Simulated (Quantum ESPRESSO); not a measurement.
# MnSi: parallel and opposed starts

A self-consistent run ends on one state, which hangs on the start. Several orders of MnSi are started in Quantum ESPRESSO and their energies compared.

Main program and level: Quantum ESPRESSO 7.5; PBEsol; plane waves with GBRV 1.5 PBEsol potentials, no spin-orbit coupling.

The database entry behind the starting cell differs from later determinations by our own check (0.1 to 0.3 % short, probably kX units), so it need not match the best structure at ambient conditions.

### Step 1. The structure

The structure is cubic, space group P2_13 (No. 198). The conventional cell has a = 4.548 Å, b = 4.548 Å, c = 4.548 Å, α = 90.00°, β = 90.00°, γ = 90.00°. Nearest to Mn lie 7 Si at 2.30 to 2.53 Å. Nearest to Si lie 7 Mn at 2.30 to 2.53 Å. Farther neighbours are not listed.

The cell comes from the Crystallography Open Database.

### Step 2. Run 1, typed as ferro ++++

The signs are those of the starting moments on the seeded atoms, the atoms that are given a moment.

Contents of pw.in:

```
&CONTROL
  calculation = 'scf'
  prefix = 'pwscf'
  outdir = './tmp'
  pseudo_dir = './pseudo'
  disk_io = 'nowf'
/
&SYSTEM
  ibrav = 0
  celldm(1) = 8
  nat = 8
  ntyp = 2
  ecutwfc = 40
  ecutrho = 280
  nbnd = 57
  occupations = 'smearing'
  smearing = 'fd'
  degauss = 0.00734986
  nspin = 2
  starting_magnetization(1) = 0.2333
  starting_magnetization(2) = 0
/
&ELECTRONS
  conv_thr = 1.6d-08
  electron_maxstep = 150
  mixing_beta = 0.3
/
ATOMIC_SPECIES
Mn     54.9380 mn_pbesol_v1.5.uspp.F.UPF
Si     28.0850 si_pbesol_v1.uspp.F.UPF
CELL_PARAMETERS alat
   1.0743093018498    0.0000000000000    0.0000000000000
   0.0000000000000    1.0743093018498    0.0000000000000
   0.0000000000000    0.0000000000000    1.0743093018498
ATOMIC_POSITIONS crystal
Mn      0.1380000000    0.1380000000    0.1380000000
Mn      0.3620000000    0.8620000000    0.6380000000
Mn      0.6380000000    0.3620000000    0.8620000000
Mn      0.8620000000    0.6380000000    0.3620000000
Si      0.8460000000    0.8460000000    0.8460000000
Si      0.6540000000    0.1540000000    0.3460000000
Si      0.3460000000    0.6540000000    0.1540000000
Si      0.1540000000    0.3460000000    0.6540000000
K_POINTS automatic
6 6 6 0 0 0
```

Started as:

```
$ OMP_NUM_THREADS=1 mpirun -n 4 pw.x -nk 4 -in pw.in > pw.out
```

The program printed:

```text
Program PWSCF v.7.5 starts

     Message from routine setup:
     using ibrav=0 with symmetry is DISCOURAGED, use correct ibrav instead

     K-points division:     npool     =       4
     Subspace diagonalization in iterative solution of the eigenvalue problem:

     G-vector sticks info
     --------------------
     sticks:   dense  smooth     PW     G-vecs:    dense   smooth      PW
     Sum        1649     949    293                50181    21823    3695

     Using Slab Decomposition

     bravais-lattice index     =            0
     lattice parameter (alat)  =       8.0000  a.u.
     unit-cell volume          =     634.8308 (a.u.)^3
     number of atoms/cell      =            8
     number of atomic types    =            2
     number of electrons       =        76.00
     number of Kohn-Sham states=           57
     kinetic-energy cutoff     =      40.0000  Ry
     charge density cutoff     =     280.0000  Ry
     scf convergence threshold =      1.6E-08
     mixing beta               =       0.3000
     number of iterations used =            8  plain     mixing
     Exchange-correlation= SLA  PW   PSX  PSC
                           (   1   4  10   8   0   0   0)

     celldm(1)=   8.000000  celldm(2)=   0.000000  celldm(3)=   0.000000
     celldm(4)=   0.000000  celldm(5)=   0.000000  celldm(6)=   0.000000

     crystal axes: (cart. coord. in units of alat)
               a(1) = (   1.074309   0.000000   0.000000 )
               a(2) = (   0.000000   1.074309   0.000000 )
               a(3) = (   0.000000   0.000000   1.074309 )

     reciprocal axes: (cart. coord. in units 2 pi/alat)
               b(1) = (  0.930831  0.000000  0.000000 )
               b(2) = (  0.000000  0.930831  0.000000 )
               b(3) = (  0.000000  0.000000  0.930831 )

     PseudoPot. # 1 for Mn read from file:
     mn_pbesol_v1.5.uspp.F.UPF
     Pseudo is Ultrasoft + core correction, Zval = 15.0
     Generated by new atomic code, or converted to UPF format
     Using radial grid of  859 points,  6 beta functions with:
                l(1) =   0
                l(2) =   0
                l(3) =   1
                l(4) =   1
                l(5) =   2
                l(6) =   2
     Q(r) pseudized with  8 coefficients,  rinner =    0.950   0.950   0.950
                                                       0.950   0.950

     PseudoPot. # 2 for Si read from file:
     si_pbesol_v1.uspp.F.UPF
     Pseudo is Ultrasoft + core correction, Zval =  4.0
     Generated by new atomic code, or converted to UPF format
     Using radial grid of  899 points,  6 beta functions with:
                l(1) =   0
                l(2) =   0
                l(3) =   1
                l(4) =   1
                l(5) =   2
                l(6) =   2
     Q(r) pseudized with  8 coefficients,  rinner =    0.900   0.900   0.900
                                                       0.900   0.900

     atomic species   valence    mass     pseudopotential
     Mn               15.00    54.93800     Mn( 1.00)
     Si                4.00    28.08500     Si( 1.00)

     Starting magnetic structure
     atomic species   magnetization
     Mn              0.233
     Si              0.000

     12 Sym. Ops. (no inversion) found ( 9 have fractional translation)

   Cartesian axes

     site n.     atom                  positions (alat units)
         1        Mn     tau(   1) = (   0.1482547   0.1482547   0.1482547  )
         2        Mn     tau(   2) = (   0.3889000   0.9260546   0.6854093  )
         3        Mn     tau(   3) = (   0.6854093   0.3889000   0.9260546  )
         4        Mn     tau(   4) = (   0.9260546   0.6854093   0.3889000  )
         5        Si     tau(   5) = (   0.9088657   0.9088657   0.9088657  )
         6        Si     tau(   6) = (   0.7025983   0.1654436   0.3717110  )
         7        Si     tau(   7) = (   0.3717110   0.7025983   0.1654436  )
         8        Si     tau(   8) = (   0.1654436   0.3717110   0.7025983  )

     number of k points=    24  Fermi-Dirac smearing, width (Ry)=  0.0073
                       cart. coord. in units 2pi/alat
        k(    1) = (   0.0000000   0.0000000   0.0000000), wk =   0.0046296
        k(    2) = (   0.0000000   0.0000000   0.1551384), wk =   0.0277778
        k(    3) = (   0.0000000   0.0000000   0.3102769), wk =   0.0277778
        k(    4) = (   0.0000000   0.0000000  -0.4654153), wk =   0.0138889
        k(    5) = (   0.0000000   0.1551384   0.1551384), wk =   0.0555556
        [... 19 further k-points ...]

     Dense  grid:    50181 G-vectors     FFT dimensions: (  48,  48,  48)

     Smooth grid:    21823 G-vectors     FFT dimensions: (  36,  36,  36)

     Check: negative core charge=   -0.000040
     Generating pointlists ...
     new r_m :   0.2241 (alat units)  1.7930 (a.u.) for type    1
     new r_m :   0.2241 (alat units)  1.7930 (a.u.) for type    2

     Initial potential from superposition of free atoms

     starting charge      73.9971, renormalised to      76.0000
     Starting wfcs are   68 randomized atomic wfcs

     Self-consistent Calculation

     iteration #  1     ecut=    40.00 Ry     beta= 0.30
     Davidson diagonalization with overlap
     ethr =  1.00E-02,  avg # of iterations =  4.4

     total energy              =    -880.73586219 Ry
     estimated scf accuracy    <       7.48676259 Ry

     total magnetization       =     6.25 Bohr mag/cell
     absolute magnetization    =     7.47 Bohr mag/cell

     iteration #  2     ecut=    40.00 Ry     beta= 0.30
     Davidson diagonalization with overlap
     ethr =  9.85E-03,  avg # of iterations =  2.3

     total energy              =    -882.33844241 Ry
     estimated scf accuracy    <       3.65759175 Ry

     total magnetization       =     7.94 Bohr mag/cell
     absolute magnetization    =     9.18 Bohr mag/cell

     iteration #  3     ecut=    40.00 Ry     beta= 0.30
     Davidson diagonalization with overlap
     ethr =  4.81E-03,  avg # of iterations =  1.1

     total energy              =    -882.82798556 Ry
     estimated scf accuracy    <       0.11131478 Ry

     total magnetization       =     7.74 Bohr mag/cell
     absolute magnetization    =     9.08 Bohr mag/cell

     [... further iterations left out ...]

     iteration # 16     ecut=    40.00 Ry     beta= 0.30
     Davidson diagonalization with overlap
     ethr =  8.40E-08,  avg # of iterations =  1.0

     total energy              =    -882.87853378 Ry
     estimated scf accuracy    <       0.00010293 Ry

     total magnetization       =     3.92 Bohr mag/cell
     absolute magnetization    =     4.59 Bohr mag/cell

     iteration # 17     ecut=    40.00 Ry     beta= 0.30
     Davidson diagonalization with overlap
     ethr =  8.40E-08,  avg # of iterations =  2.6

     total energy              =    -882.87871490 Ry
     estimated scf accuracy    <       0.00000966 Ry

     total magnetization       =     3.80 Bohr mag/cell
     absolute magnetization    =     4.42 Bohr mag/cell

     iteration # 18     ecut=    40.00 Ry     beta= 0.30
     Davidson diagonalization with overlap
     ethr =  1.27E-08,  avg # of iterations =  2.4

     total energy              =    -882.87873351 Ry
     estimated scf accuracy    <       0.00000014 Ry

     total magnetization       =     3.84 Bohr mag/cell
     absolute magnetization    =     4.48 Bohr mag/cell

     iteration # 19     ecut=    40.00 Ry     beta= 0.30
     Davidson diagonalization with overlap
     ethr =  1.82E-10,  avg # of iterations =  2.9

     Magnetic moment per site  (integrated on atomic sphere of radius R)
     atom   1 (R=0.224)  charge= 12.9864  magn=  0.9781
     atom   2 (R=0.224)  charge= 12.9864  magn=  0.9781
     atom   3 (R=0.224)  charge= 12.9864  magn=  0.9781
     atom   4 (R=0.224)  charge= 12.9864  magn=  0.9781
     atom   5 (R=0.224)  charge=  1.7425  magn= -0.0414
     atom   6 (R=0.224)  charge=  1.7425  magn= -0.0414
     atom   7 (R=0.224)  charge=  1.7425  magn= -0.0414
     atom   8 (R=0.224)  charge=  1.7425  magn= -0.0414

     End of self-consistent calculation

     [... lines left out ...]
     the Fermi energy is    15.5124 ev

!    total energy              =    -882.87873361 Ry
     estimated scf accuracy    <          9.7E-09 Ry
     smearing contrib. (-TS)   =      -0.01482058 Ry
     internal energy E=F+TS    =    -882.86391303 Ry

     The total energy is F=E-TS. E is the sum of the following terms:
     one-electron contribution =    -461.11658483 Ry
     hartree contribution      =     271.41802453 Ry
     xc contribution           =    -122.93401838 Ry
     ewald contribution        =    -570.23133436 Ry

     total magnetization       =     3.84 Bohr mag/cell
     absolute magnetization    =     4.47 Bohr mag/cell

     convergence has been achieved in  19 iterations

=------------------------------------------------------------------------------=
   JOB DONE.
=------------------------------------------------------------------------------=
```

It took 82 s on 4 MPI ranks of Arm Neoverse V1, shared host; peak memory 0.58 GiB; 5.4 min of CPU time.

Spin moment in the atom's sphere by atom:

```csv
atom,spin moment in the atom's sphere (μB)
Mn1,0.978
Mn2,0.978
Mn3,0.978
Mn4,0.978
Si5,-0.041
Si6,-0.041
Si7,-0.041
Si8,-0.041
```

Numbers from this step:

```yaml
smearing_term_ts: 0.2016 eV
magnetization: 3.84 μB
absolute_magnetization: 4.473 μB
final_state: ferromagnetic
```

Spin density in the ac plane at fractional y = 0.138, with atoms of Mn and Si within 0.2 Å of it.

Values in e/Å³, 14 rows by 14 columns, each cell a mean:
```
0.0 0.1 0.1 0.0 0.0 0.0 0.0 0.0 0.0 0.0 0.0 0.0 0.0 0.0
0.0 0.0 0.0 0.0 0.0 0.0 0.0 0.0 0.0 0.0 0.0 0.0 0.0 0.0
0.0 0.0 0.0 0.0 0.0 0.0 0.0 0.0 0.0 0.0 0.0 0.0 0.0 0.0
0.0 0.0 0.0 0.0 0.0 0.0 0.0 0.0 0.0 0.0 0.0 0.0 0.0 0.0
0.0 0.0 0.0 0.0 0.0 0.0 0.0 0.0 0.0 0.0 0.0 0.0 0.0 0.0
0.0 0.0 0.0 0.0 0.0 0.0 0.0 0.0 0.0 0.0 0.0 0.0 0.0 0.0
0.0 0.0 0.0 0.0 0.0 0.0 0.0 0.0 0.0 0.0 0.0 0.0 0.0 0.0
0.0 0.0 0.0 0.0 0.0 0.0 0.0 0.0 0.0 0.0 0.0 0.0 0.0 0.0
0.0 0.0 0.0 0.0 0.0 0.0 0.0 0.0 0.0 0.0 0.0 0.0 0.0 0.0
0.1 0.2 0.2 0.0 0.0 0.0 0.0 0.0 0.0 0.0 0.0 0.0 0.0 0.0
0.3 0.7 0.7 0.2 0.1 0.0 0.0 0.0 0.0 0.0 0.0 0.0 0.0 0.1
0.5 1.3 1.5 0.8 0.2 0.0 0.0 0.0 0.0 0.0 0.0 0.0 0.0 0.1
0.3 0.8 1.4 0.8 0.2 0.0 0.0 0.0 0.0 0.0 0.0 0.0 0.0 0.1
0.1 0.3 0.5 0.2 0.1 0.0 0.0 0.0 0.0 0.0 0.0 0.0 0.0 0.0
```
Columns run along a (4.5 Å), rows up along c (4.5 Å). Atoms in or near the plane, at fractional coordinates: Mn at (0.14, 0.14), Si at (0.65, 0.35).

Valence density in the ac plane at fractional y = 0.138, with atoms of Mn and Si within 0.2 Å of it. It is the smooth field of the valence electrons, not physical close to the nuclei.

Ten steps, logarithmic in the rise over the least value, from '0' (0 e/Å³) to '9' (16 e/Å³), each cell a mean:
```
22321001111111
11111001121111
11111111121111
11121111111100
11122111111000
01121111111000
01111112211100
01111112000110
11211111140111
34532111030121
58973111101222
79995211111113
79984111111112
47752100111112
```
Columns run along a (4.5 Å), rows up along c (4.5 Å). Atoms in or near the plane, at fractional coordinates: Mn at (0.14, 0.14), Si at (0.65, 0.35).

(Part 1 of 3 ends here.)

[Logs and program files are shortened in this print: banners, set-up blocks, solver, clock and traceback lines can be left out without a mark of their own.]

[Logs are printed without paths, hosts, clocks, repeated set-up lines and the standing remarks that a program may print on its own settings, such as how far it seeks lower states.]

[Hosts, paths, dates, database ids (printed as entryN), source tags and the programs' standing remarks are cut or masked in the printed files.]

[Where a cell is said to come from a database of computed structures, the database is the Materials Project.]
